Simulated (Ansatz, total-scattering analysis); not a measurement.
## aqueous LiCl: neutron diffraction with isotope substitution

Two samples of aqueous LiCl (28 H2O, 4 Li+ and 4 Cl-; O 30.4, H 60.9, Li 4.3, Cl 4.3 atom %; 380 K, fixed volume (mean pressure 0.4 GPa); ρ₀ = 0.0945 Å⁻³) differ only in the isotope of H: D (b = 6.6681 fm) and H (b = -3.7395 fm). Other lengths: O 5.8037, Li -1.93, Cl 9.5792 fm. The data are simulated by ab initio molecular dynamics with Ansatz (revPBE-D3(BJ), plane waves, PAW default files, Langevin thermostat, no spin, fixed volume, H with the mass of D). The average runs over 0.94 ps of 92 atoms, so shells between rare elements are rough. Mean temperature 379 K, largest m.s.d. 1.24 Å², energy drift -2 meV an atom (last third less first, no steady trend), Langevin friction 10 ps⁻¹; the first quarter of the run is discarded. Preparation: last frame of a classical run of this cell, a melt at this density, then 0.7 ps at 380 K with a cheaper basis and a friction of 10 ps⁻¹ (mean temperature of the first stage 372 K), too short to forget the start in full. So short a stretch relaxes bonds and nearest shells but still remembers its start. It is a liquid as far as so short a run tells. The partials come from the cell's reciprocal vectors below 4 Å⁻¹ and from g(r) above; absorption, incoherent and inelastic scattering are left out. F(Q) = Σ ci cj bi bj (Sij − 1), in barn per steradian and atom:

```
Q (Å⁻¹)      2H      1H  difference
    0.9  -0.335  -0.216      -0.119
    1.2  -0.241  -0.203      -0.038
    1.5  -0.149  -0.174       0.025
    1.8   0.279  -0.161       0.440
    2.1   0.404  -0.130       0.533
    2.4   0.237  -0.070       0.307
    2.7  -0.038  -0.004      -0.035
    3.0  -0.086   0.036      -0.122
    3.3  -0.072   0.006      -0.078
    3.6  -0.065  -0.017      -0.048
    3.9  -0.036  -0.008      -0.028
    4.2  -0.040   0.025      -0.065
    4.5  -0.063   0.063      -0.127
    4.8  -0.091   0.080      -0.171
    5.1  -0.099   0.076      -0.175
    5.4  -0.077   0.060      -0.138
    5.7  -0.043   0.039      -0.082
    6.0  -0.013   0.016      -0.029
    6.3   0.008  -0.004       0.012
    6.6   0.017  -0.017       0.035
    6.9   0.017  -0.026       0.043
    7.2   0.015  -0.033       0.048
    7.5   0.023  -0.039       0.062
    7.8   0.042  -0.039       0.082
    8.1   0.062  -0.033       0.095
    8.4   0.068  -0.024       0.092
    8.7   0.059  -0.015       0.074
    9.0   0.044  -0.008       0.052
    9.3   0.027  -0.003       0.029
    9.6   0.007   0.004       0.004
    9.9  -0.013   0.010      -0.023
   10.2  -0.030   0.015      -0.045
   10.5  -0.044   0.017      -0.061
   10.8  -0.052   0.018      -0.070
```

The first difference in real space, ΔG(r), in barn (from the pair functions, so without the broadening of a finite Q range):

```tsv
r (Å)	first difference G(r)
0.50	-0.377
0.58	-0.377
0.66	-0.377
0.74	-0.377
0.82	-0.377
0.90	-0.086
0.98	6.954
1.06	0.336
1.14	-0.374
1.22	-0.377
1.30	-0.377
1.38	-0.365
1.46	-0.227
1.54	0.032
1.62	-0.060
1.70	-0.188
1.78	-0.194
1.86	-0.167
1.94	-0.160
2.02	-0.107
2.10	-0.099
2.18	-0.076
2.26	-0.077
2.34	-0.104
2.42	-0.156
2.50	-0.187
2.58	-0.211
2.66	-0.223
2.74	-0.197
2.82	-0.152
2.90	-0.110
2.98	-0.057
3.06	0.006
3.14	0.070
3.22	0.105
3.30	0.134
3.38	0.124
3.46	0.127
3.54	0.118
```

Q: What does the difference say of the neighbours of H?

Pairs without H cancel. ΔG(r) = Σ W [g(r) − 1] with W = 2 c(H) c(j) b(j) Δb, and c(H)² (b₁² − b₂²) for H–H: H–O 0.2238, H–H 0.1129, H–Li -0.0106, H–Cl 0.0528 barn. At small r, ΔG → −ΣW = -0.379; in this finite cell the H–H term carries (N − 1)/N with N = 56 atoms of H, which gives -0.377.

The first feature, at 0.98 Å, is H–O. n = 4πρ₀ c(O)/W ∫ r² [ΔG − ΔG(0)] dr up to 1.26 Å gives 1.0 O around each H; the coordinates give 1.00 up to 1.26 Å.

Shells of H from the coordinates: O–H at 0.98 Å, 1.0 neighbours to 1.26 Å; H–H at 1.55 Å, 1.0 neighbours to 1.84 Å; H–Cl at 2.15 Å, 0.4 neighbours to 2.78 Å, a soft count; H–Li at 2.62 Å, 0.6 neighbours to 3.20 Å, a soft count (first peaks with a usable minimum only). Counts average over all H, whatever molecule they sit on, and second peaks of a pair (H two bonds away, hydrogen bonds) add features between 1.5 and 2.5 Å that aren't listed. The structure is taken to be the same for both isotopes, which holds least well for H and D.

[Logs are printed without paths, hosts, clocks, repeated set-up lines and the standing remarks that a program may print on its own settings, such as how far it seeks lower states.]
